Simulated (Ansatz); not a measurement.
## Is Tc (P6_3/mmc) a stable metal?

The plan: relax Tc (P6_3/mmc), check its phonons, and, if the lattice is stable, compute its Eliashberg function and ρ(T).

Calculated with Ansatz 0.2.0; DFT PBE, scalar-relativistic, plane waves, PAW.

## (1) The starting structure

The structure is hexagonal, space group P6_3/mmc (No. 194). Conventional cell: a = 2.740 Å, b = 2.740 Å, c = 4.398 Å, α = 90.00°, β = 90.00°, γ = 120.00°. Nearest to Tc lie 12 Tc at 2.71 to 2.74 Å.

## (2) Quick single point

A single point on a coarse mesh shows the starting pressure, whether the crystal is a metal and what a step costs.

input.yaml

```yaml
crystal:
  lattice:
    - [2.74, 0.0, 0.0]
    - [-1.37, 2.3729096064, 0.0]
    - [0.0, 0.0, 4.398]
  atoms:
    - { symbol: Tc, position: [0.3333333333, 0.6666666667, 0.25] }
    - { symbol: Tc, position: [0.6666666667, 0.3333333333, 0.75] }
kpoints:
  mp_grid: { grid: [9, 9, 4] }
hamiltonian:
  xc: pbe
scf:
  occupations: { method: gaussian, width: 0.1 }
output:
  forces: true
  stress: true
  eigenvalues: true
```

Started as:

```bash
> ansatz run input.yaml --threads 4 --pin off --max-ram 10240MiB --backend cpu --events-out ev --progress --plain --runs-dir out
```

Numbers of over 12 decimals in the logs are rounded to 6 here.

Output:

```text
[the first part of the log is left out]
Internal energy: -10796.059067 eV  (E = F + TS)
E sigma→0 (E₀):  -10796.066366 eV
Entropy (-TS):   -0.014596 eV (-7.298 meV/atom)
Fermi energy:    22.386888 eV
--- Per-component energies (eV) ---
  E_band       = -96.035633
  E_kinetic    = 1247.971966
  E_local      = -2365.041918  (includes V_loc(G=0)·N_el)
  E_nonlocal   = 572.161507
  E_hartree    = 639.983094
  E_xc         = -479.356547
  E_vxc        = -590.420494  (∫ρ·V_xc dr)
  E_paw        = -6556.550151  (= ΣΔE_a)
  E_vpaw       = -240.671289  (= ΣTr[D̂ρ^β])
  E_aug_tail   = -0.000060  (compensation charges beyond the density's cutoff)
  E_ewald      = -3855.226960
  E_smearing   = -0.014596  (= −TS)
  E_closure    = -0.000000  (closes the sum)
  Σ components = -10796.073664   (vs F -10796.073664, Δ=0.00e0)
--- Forces (eV/Å), atoms counted from 1 ---
  atom   1  Tc     0.00000000     0.00000000     0.00000000
  atom   2  Tc     0.00000000    -0.00000000     0.00000000
  max |Σ_I F_I| component: 2.78e-17 eV/Å
--- Stress (GPa, compression-positive) ---
        4.209510      -0.000000       0.000000
        0.000000       4.209510       0.000000
        0.000000       0.000000       0.512390
  P = ⅓ Tr σ = 2.9771 GPa (29.771 kbar)
--- Band table (eV; the first three rows and the last of 36) ---
  k-point 0: bands = ["-44.4067", "-44.1657", "-17.0234", "-15.9191", "-15.9191", "-15.7329", "-15.7329", "-15.6875", "15.0801", "16.9579", "20.8318", "20.8318", "20.8970", "21.5488", "21.5488", "22.2713", "22.2713", "24.0596", "24.9282"]
  k-point 1: bands = ["-44.3720", "-44.2016", "-16.8371", "-15.8934", "-15.8921", "-15.8921", "-15.7604", "-15.7604", "15.7345", "17.1351", "20.5817", "20.6246", "20.6246", "21.2003", "21.2003", "22.4163", "23.0307", "23.0307", "24.8985"]
  k-point 2: bands = ["-44.2874", "-44.2874", "-16.3750", "-16.3750", "-15.8265", "-15.8265", "-15.8265", "-15.8265", "16.9948", "16.9948", "20.5040", "20.5040", "20.7030", "20.7030", "20.7030", "20.7030", "24.2543", "24.2543", "24.2543"]
  k-point 35: bands = ["-44.1288", "-44.1288", "-16.7575", "-16.7575", "-16.4782", "-16.4782", "-15.9272", "-15.9272", "18.5516", "18.5516", "19.1082", "19.1082", "20.6107", "20.6107", "22.2850", "22.2850", "25.0018", "25.0018", "31.7523"]
```

Run time: 0.43 s. Hardware: 4 threads of Arm Neoverse V1, shared host; peak memory 0.29 GiB.

This step gave:

```
pressure          : 2.977 GPa
volume per atom   : 14.30 Å³
metallic on mesh  : yes
gap on the k-mesh : 0 eV
```

The start is at 3.0 GPa on this mesh and has no gap.

## (3) Relaxation

The structure is brought to rest under this functional.

input.yaml, the sections that differ from step 2:

```yaml
kpoints:
  mp_grid: { grid: [12, 12, 8] }
output:
  forces: true
  stress: true
  eigenvalues: true
  write_density: true
  write_potential: true
  elf: true
  volumetric_format: npy
relax:
  adjacent_minimum: "off"
  f_tol: 0.005
  max_steps: 80
  cell: { stress_tol: 0.05 }
# crystal, hamiltonian, scf: as in step 2
```

Output:

```text
[...]
Crystal: 2 atoms, lattice volume = 28.595 Å³
Basis set: ecut = 500 eV, 713 PW (Γ), exchange–correlation on 40×40×72 points (8 copies of the dense FFT grid, shifted against one another)
Bands: 19, of which v1, the nominal top of the filled ones, is band 15 counted from 1 (14 counted from 0)
Symmetry: 24 space group operations
[...]
k-points: 95 of 1152
[...]
SCF iter   1: F=—  HF=-10796.381735 eV  |F-HF|=—  |Δ(HF+E_count)|=         —  Δρ=5.54e-2  dr2=8.52e-1  ethr=3.10e-3  ⟨swp⟩=5.0  Hψ=7190  notcnv=0
[...]
SCF iter   6: F=-10796.088088 eV  HF=-10796.088088 eV  |F-HF|=3.32e-9  |Δ(HF+E_count)|=   8.23e-8  Δρ=8.10e-6  dr2=7.03e-9  ethr=3.33e-10  ⟨swp⟩=8.6  Hψ=10914  notcnv=0
SCF 1 converged in 6 iterations: F = -10796.088088 eV  dr2 = 7.03e-9
[...]
relax step   1: F+E_penalty+E_count = -10796.08808814 eV  Δ(F+E_penalty+E_count) = +0.000e0 eV  max|allowed force component| = 1.850e-17 eV/Å  Δτ_max = 0.0000 Å  P = +2.888 GPa  Ω = 28.595 Å³  (6 SCF iters, dr2 threshold 1.00e-7 eV, accepted)
Crystal: 2 atoms, lattice volume = 29.273 Å³
Basis set: ecut = 500 eV, 725 PW (Γ), exchange–correlation on 40×40×72 points (8 copies of the dense FFT grid, shifted against one another)
[...]
iter 1 solved again at ethr=1.78e-6 eV; its pass at ethr=3.10e-3 eV (dr2=5.35e-4 eV) is discarded
[...]
SCF iter   6: F=-10796.085379 eV  HF=-10796.085379 eV  |F-HF|=1.82e-12  |Δ(HF+E_count)|=  4.73e-11  Δρ=2.52e-7  dr2=6.31e-12  ethr=3.00e-12  ⟨swp⟩=4.4  Hψ=8819  notcnv=0
SCF 2 converged in 6 iterations: F = -10796.085379 eV  dr2 = 6.31e-12
relax step   2: F+E_penalty+E_count = -10796.08537908 eV  Δ(F+E_penalty+E_count) = +2.709e-3 eV  max|allowed force component| = 2.024e-17 eV/Å  Δτ_max = 0.0000 Å  P = -4.038 GPa  Ω = 29.273 Å³  energy of the carried Pulay correction = -1.729e-5 eV  (6 SCF iters, dr2 threshold 2.00e-7 eV, rejected (line search))
Crystal: 2 atoms, lattice volume = 28.875 Å³
[...]
SCF iter   6: F=-10796.090687 eV  HF=-10796.090687 eV  |F-HF|=1.82e-12  |Δ(HF+E_count)|=  9.09e-12  Δρ=1.46e-7  dr2=1.63e-12  ethr=1.00e-12  ⟨swp⟩=5.7  Hψ=7858  notcnv=0
SCF 3 converged in 6 iterations: F = -10796.090687 eV  dr2 = 1.63e-12
relax step   3: F+E_penalty+E_count = -10796.09068730 eV  Δ(F+E_penalty+E_count) = -2.599e-3 eV  max|allowed force component| = 2.833e-17 eV/Å  Δτ_max = 0.0000 Å  P = -0.085 GPa  Ω = 28.875 Å³  energy of the carried Pulay correction = -7.203e-6 eV  (6 SCF iters, accepted)
[...]
relax step   4: F+E_penalty+E_count = -10796.09068976 eV  Δ(F+E_penalty+E_count) = -2.464e-6 eV  max|allowed force component| = 3.469e-17 eV/Å  Δτ_max = 0.0000 Å  P = -0.004 GPa  Ω = 28.867 Å³  energy of the carried Pulay correction = -7.003e-6 eV  (6 SCF iters, accepted)
Basis set: ecut = 500 eV, 713 PW (Γ), exchange–correlation on 48×48×72 points (8 copies of the dense FFT grid, shifted against one another)
[...]
SCF iter   7: F=-10796.090700 eV  HF=-10796.090700 eV  |F-HF|=1.82e-12  |Δ(HF+E_count)|=  1.82e-12  Δρ=2.72e-10  dr2=1.95e-17  ethr=1.00e-12  ⟨swp⟩=1.8  Hψ=4247  notcnv=0
SCF 5 converged in 7 iterations: F = -10796.090700 eV  dr2 = 1.95e-17
relax step   5: F+E_penalty+E_count = -10796.09069961 eV  Δ(F+E_penalty+E_count) = -9.854e-6 eV  max|allowed force component| = 2.949e-17 eV/Å  Δτ_max = 0.0000 Å  P = -0.001 GPa  Ω = 28.867 Å³  stress off target by 1.18e-2 GPa  SCF on the basis re-selected at this cell (its energy is not comparable with the rows above)  (7 SCF iters)
basis re-selected at this cell: Δ(F+E_penalty+E_count) = -9.854e-6 eV, ΔP = +0.003 GPa vs the last step (what re-selecting the basis moved, of the pressure what is left beyond the Pulay correction that the steps carried, after the strain that the cell walked since its last selection, with what the two solves' SCF thresholds leave and, on support functions, any second-order correction that the steps lacked; it is no measure of the basis error at this ecutwfc). The dense FFT grid was sized anew with the basis: this SCF ran on 24×24×36 points, the steps before it on 20×20×36, so part of this shift can come from that change (see relax.cell in the input reference). [rest of the remark cut]
SCF converged after 7 iterations
Free energy (F): -10796.090700 eV
[...]
Internal energy: -10796.079076 eV  (E = F + TS)
E sigma→0 (E₀):  -10796.084888 eV
Entropy (-TS):   -0.011624 eV (-5.812 meV/atom)
Fermi energy:    22.117468 eV
[...]
--- Stress (GPa, compression-positive) ---
        0.004635       0.000000      -0.000000
        0.000000       0.004635       0.000000
       -0.000000       0.000000      -0.011754
  P = ⅓ Tr σ = -0.0008 GPa (-0.008 kbar)
--- Band table (eV; the first three rows and the last of 95) ---
  k-point 0: bands = [... 11 lower, 20.6042, 20.6968, 21.3177, 21.3177, 21.9991, 21.9991, 23.8118, 24.6427]
  k-point 1: bands = [... 11 lower, 20.5170, 20.6057, 21.2154, 21.2154, 22.2291, 22.2291, 23.3084, 24.6540]
  k-point 2: bands = [... 11 lower, 20.3919, 20.3919, 20.9674, 20.9674, 22.1718, 22.7607, 22.7607, 24.6165]
  k-point 94: bands = [... 11 lower, 18.8963, 20.3776, 20.3776, 22.0460, 22.0460, 24.7099, 24.7099, 31.3885]
--- Relaxed structure (4 steps of the walk, 3 accepted, 1 SCFs on fresh bases) ---
  F+E_penalty+E_count = -10796.09069961 eV   max|allowed force component| = 2.949e-17 eV/Å   (the final SCF, on the basis selected at the relaxed cell)
  cell:  # Å, volume = 28.8673 Å³
    - [2.751350, 0.0, 0.0]
    - [-1.375675, 2.382739, 0.0]
    - [0.0, 0.0, 4.403354]
  atoms:
    - { symbol: Tc, position: [0.333333, 0.666667, 0.250000] }
    - { symbol: Tc, position: [0.666667, 0.333333, 0.750000] }
```

Run time: 5.2 s. Hardware: 4 threads; peak memory 0.37 GiB.

The steps of the relaxation:

```tsv
step	energy less that of the first step (eV)	largest force component (eV/Å)	pressure (GPa)	volume (Å³)
1	0.0000	0.0000	2.89	28.59
2	0.0027	0.0000	-4.04	29.27
3	-0.0026	0.0000	-0.09	28.88
4	-0.0026	0.0000	0.00	28.87
5*	-0.0026	0.0000	0.00	28.87
```

Relaxation steps marked * repeat the geometry before them on a plane-wave basis chosen anew for their cell, so energy and pressure can jump there. Relaxation step 2 was tried and not accepted.

The run keeps the 24 symmetry operations that it works with, so distortions that break them were not tested.

```tsv
conventional cell, symmetrised	before	after	change
a (Å)	2.740	2.751	+0.4 %
b (Å)	2.740	2.751	+0.4 %
c (Å)	4.398	4.403	+0.1 %
volume (Å³/atom)	14.30	14.43	+1.0 %
```

Final coordinates:

```cif
data_structure
_symmetry_space_group_name_H-M 'P 1'
_symmetry_Int_Tables_number 1
_cell_length_a 2.7513
_cell_length_b 2.7513
_cell_length_c 4.4034
_cell_angle_alpha 90.000
_cell_angle_beta 90.000
_cell_angle_gamma 120.000
_cell_volume 28.87
loop_
_atom_site_label
_atom_site_type_symbol
_atom_site_fract_x
_atom_site_fract_y
_atom_site_fract_z
_atom_site_occupancy
Tc1 Tc 0.33333 0.66667 0.25000 1
Tc2 Tc 0.66667 0.33333 0.75000 1
```

Numbers from this step:

```yaml
pressure: -8.28e-4 GPa
volume_per_atom: 14.43 Å³
```

Electrostatic potential energy in the ac plane at fractional y = 0.333, with atoms of Tc within 0.2 Å of it. With pseudopotentials it is smooth inside the atoms' cores, unlike the true potential.

Ten even steps from '0' (-113 eV) to '9' (23 eV):
```
99999999888999
99999998766789
99999986433578
99999863100257
89999852000036
89999851000036
89999862000047
99999875211368
99999987655678
99999998888899
99999999999999
99999999999999
99999999999999
99999999999999
98888999999999
88888999999999
88778899999999
88778899999999
98888999999999
99889999999999
99999999999999
99999999999999
99999999999999
```
Columns run along a (2.8 Å; values clipped at the 3rd and 97th percentile), rows up along c (4.4 Å). Atoms in or near the plane, at fractional coordinates: Tc at (0.67, 0.75).

Valence density in the ac plane at fractional y = 0.333, with atoms of Tc within 0.2 Å of it. It is the smooth field of the valence electrons, not physical close to the nuclei.

Values in e/Å³, 22 rows by 14 columns, each cell a mean:
```
0.3 0.3 0.3 0.3 0.3 0.4 0.5 0.7 0.9 1.0 1.0 0.8 0.6 0.4
0.4 0.3 0.3 0.3 0.3 0.5 0.8 1.4 2.2 2.8 2.6 2.0 1.2 0.7
0.6 0.4 0.3 0.3 0.4 0.7 1.5 3.1 4.8 5.6 5.5 4.2 2.5 1.2
0.8 0.4 0.3 0.4 0.5 1.0 2.5 5.0 6.9 7.4 7.3 6.5 4.1 1.9
0.9 0.5 0.4 0.4 0.6 1.3 3.3 6.2 7.5 6.8 7.0 7.3 5.2 2.4
0.9 0.5 0.4 0.4 0.6 1.3 3.3 6.2 7.4 6.7 6.9 7.3 5.2 2.4
0.8 0.4 0.3 0.4 0.5 1.0 2.5 5.0 6.9 7.2 7.2 6.4 4.2 1.9
0.6 0.4 0.3 0.3 0.4 0.7 1.6 3.2 4.9 5.7 5.5 4.3 2.6 1.2
0.4 0.3 0.3 0.3 0.3 0.5 0.8 1.5 2.4 2.9 2.8 2.1 1.3 0.7
0.3 0.3 0.3 0.3 0.3 0.4 0.5 0.7 1.0 1.2 1.1 0.9 0.6 0.4
0.3 0.3 0.3 0.3 0.3 0.3 0.4 0.4 0.5 0.5 0.5 0.5 0.4 0.4
0.3 0.4 0.4 0.4 0.4 0.3 0.3 0.4 0.4 0.4 0.4 0.4 0.3 0.3
0.4 0.5 0.5 0.5 0.5 0.4 0.4 0.3 0.3 0.3 0.3 0.3 0.3 0.4
0.6 0.8 0.9 0.9 0.7 0.6 0.4 0.4 0.3 0.3 0.3 0.3 0.4 0.4
0.8 1.1 1.4 1.4 1.1 0.7 0.5 0.4 0.3 0.3 0.3 0.3 0.4 0.5
0.9 1.4 1.8 1.7 1.4 0.9 0.6 0.4 0.3 0.3 0.3 0.3 0.4 0.6
0.9 1.4 1.8 1.7 1.4 0.9 0.6 0.4 0.3 0.3 0.3 0.3 0.4 0.6
0.8 1.1 1.4 1.4 1.1 0.7 0.5 0.4 0.3 0.3 0.3 0.3 0.4 0.5
0.6 0.8 0.9 0.9 0.7 0.6 0.4 0.4 0.3 0.3 0.3 0.3 0.4 0.4
0.4 0.5 0.5 0.5 0.5 0.4 0.4 0.3 0.3 0.3 0.3 0.3 0.3 0.4
0.3 0.4 0.4 0.4 0.4 0.3 0.3 0.3 0.3 0.4 0.3 0.3 0.3 0.3
0.3 0.3 0.3 0.3 0.3 0.3 0.4 0.4 0.5 0.5 0.5 0.4 0.4 0.3
```
Columns run along a (2.8 Å), rows up along c (4.4 Å). Atoms in or near the plane, at fractional coordinates: Tc at (0.67, 0.75).

ELF in the ac plane at fractional y = 0.333, with atoms of Tc within 0.2 Å of it. It is the smooth field of the valence electrons, not physical close to the nuclei.

Values, 22 rows by 14 columns, each cell a mean:
```
0.27 0.31 0.33 0.33 0.30 0.26 0.24 0.27 0.32 0.36 0.35 0.30 0.25 0.24
0.23 0.28 0.34 0.33 0.26 0.23 0.31 0.46 0.59 0.64 0.63 0.55 0.41 0.27
0.25 0.26 0.32 0.30 0.24 0.28 0.48 0.67 0.74 0.74 0.74 0.72 0.62 0.40
0.30 0.25 0.30 0.29 0.24 0.37 0.63 0.74 0.70 0.58 0.61 0.72 0.72 0.55
0.35 0.25 0.30 0.28 0.25 0.44 0.69 0.74 0.56 0.28 0.35 0.64 0.75 0.62
0.35 0.25 0.30 0.28 0.25 0.44 0.69 0.74 0.55 0.26 0.33 0.64 0.75 0.62
0.30 0.25 0.30 0.29 0.24 0.37 0.62 0.74 0.69 0.56 0.59 0.72 0.72 0.55
0.25 0.26 0.32 0.30 0.24 0.28 0.48 0.67 0.73 0.73 0.73 0.71 0.62 0.41
0.24 0.28 0.34 0.32 0.26 0.24 0.32 0.47 0.59 0.63 0.62 0.56 0.42 0.28
0.27 0.31 0.33 0.32 0.29 0.26 0.25 0.29 0.35 0.39 0.38 0.33 0.27 0.25
0.30 0.29 0.28 0.28 0.29 0.30 0.29 0.27 0.26 0.26 0.26 0.26 0.27 0.29
0.27 0.24 0.22 0.22 0.25 0.29 0.32 0.33 0.32 0.31 0.31 0.32 0.33 0.31
0.24 0.22 0.23 0.23 0.23 0.26 0.30 0.34 0.37 0.38 0.38 0.37 0.33 0.28
0.25 0.29 0.32 0.32 0.29 0.26 0.26 0.31 0.36 0.39 0.39 0.35 0.29 0.25
0.30 0.39 0.44 0.44 0.38 0.30 0.25 0.27 0.32 0.36 0.36 0.31 0.25 0.24
0.35 0.47 0.52 0.51 0.45 0.34 0.25 0.25 0.29 0.33 0.33 0.28 0.24 0.25
0.35 0.47 0.53 0.52 0.45 0.34 0.25 0.25 0.29 0.33 0.33 0.28 0.23 0.25
0.30 0.40 0.45 0.44 0.39 0.30 0.25 0.27 0.32 0.36 0.35 0.31 0.25 0.24
0.25 0.29 0.32 0.32 0.29 0.26 0.26 0.31 0.36 0.40 0.39 0.35 0.29 0.24
0.23 0.22 0.22 0.22 0.23 0.25 0.30 0.35 0.38 0.39 0.39 0.37 0.33 0.28
0.27 0.23 0.21 0.22 0.24 0.29 0.32 0.33 0.32 0.32 0.32 0.33 0.34 0.32
0.30 0.29 0.27 0.28 0.29 0.30 0.29 0.27 0.24 0.24 0.24 0.25 0.27 0.30
```
Columns run along a (2.8 Å), rows up along c (4.4 Å). Atoms in or near the plane, at fractional coordinates: Tc at (0.67, 0.75).

The largest force is now zero by symmetry and the largest stress component 0.012 GPa.

## (4) Relaxing tightly for phonons

No force is left; the cell is relaxed once more with another smearing and tight thresholds.

input.yaml

```yaml
crystal:
  lattice:
    - [2.7513499493, 0.0, 0.0]
    - [-1.3756749747, 2.3827389508, 0.0]
    - [0.0, 0.0, 4.4033543923]
  atoms:
    - { symbol: Tc, position: [0.3333333333, 0.6666666667, 0.25] }
    - { symbol: Tc, position: [0.6666666667, 0.3333333333, 0.75] }
kpoints:
  mp_grid: { grid: [12, 12, 8] }
hamiltonian:
  xc: pbe
scf:
  occupations: { method: methfessel_paxton, width: 0.2 }
output:
  forces: true
  stress: true
  eigenvalues: true
relax:
  adjacent_minimum: "off"
  f_tol: 0.001
  max_steps: 60
  cell: { stress_tol: 0.01 }
```

Output:

```text
[the first part of the log is left out]
  E_hartree    = 644.922200
  E_xc         = -479.034540
  E_vxc        = -589.984615  (∫ρ·V_xc dr)
  E_paw        = -6556.516713  (= ΣΔE_a)
  E_vpaw       = -240.629810  (= ΣTr[D̂ρ^β])
  E_aug_tail   = -0.000060  (compensation charges beyond the density's cutoff)
  E_ewald      = -3843.192313
  E_smearing   = -0.000187  (= −TS)
  E_closure    = 0.000000  (closes the sum)
  Σ components = -10796.085559   (vs F -10796.085559, Δ=0.00e0)
[...]
--- Stress (GPa, compression-positive) ---
       -0.000369      -0.000000       0.000000
        0.000000      -0.000369       0.000000
        0.000000      -0.000000       0.001103
  P = ⅓ Tr σ = 0.0001 GPa (0.001 kbar)
--- Band table (eV; the first three rows and the last of 95) ---
[...]
--- Relaxed structure (3 steps of the walk, 2 accepted, 1 SCFs on fresh bases) ---
[...]
cell:  # Å, volume = 28.8629 Å³
    - [2.751168, 2.8865657232591123e-11, 0.0]
    - [-1.375584, 2.382582, 0.0]
    - [0.0, 0.0, 4.403266]
  atoms:
    - { symbol: Tc, position: [0.333333, 0.666667, 0.25] }
    - { symbol: Tc, position: [0.666667, 0.333333, 0.750000] }
```

Elapsed: 3.6 s, on 4 threads; peak memory 0.36 GiB; 14 s of CPU time.

Little changed from the start: no atom moved by 0.005 Å and no cell edge by 0.1 %.

This step gave:

- pressure: 1.22e-4 GPa

The largest force is now zero by symmetry and the largest stress component 0.0011 GPa, small enough for phonons.

[end of part 1 of 2]

[Logs are printed without paths, hosts, clocks, repeated set-up lines and the standing remarks that a program may print on its own settings, such as how far it seeks lower states.]

[Hosts, paths, dates, database ids (printed as entryN), source tags and the programs' standing remarks are cut or masked in the printed files.]
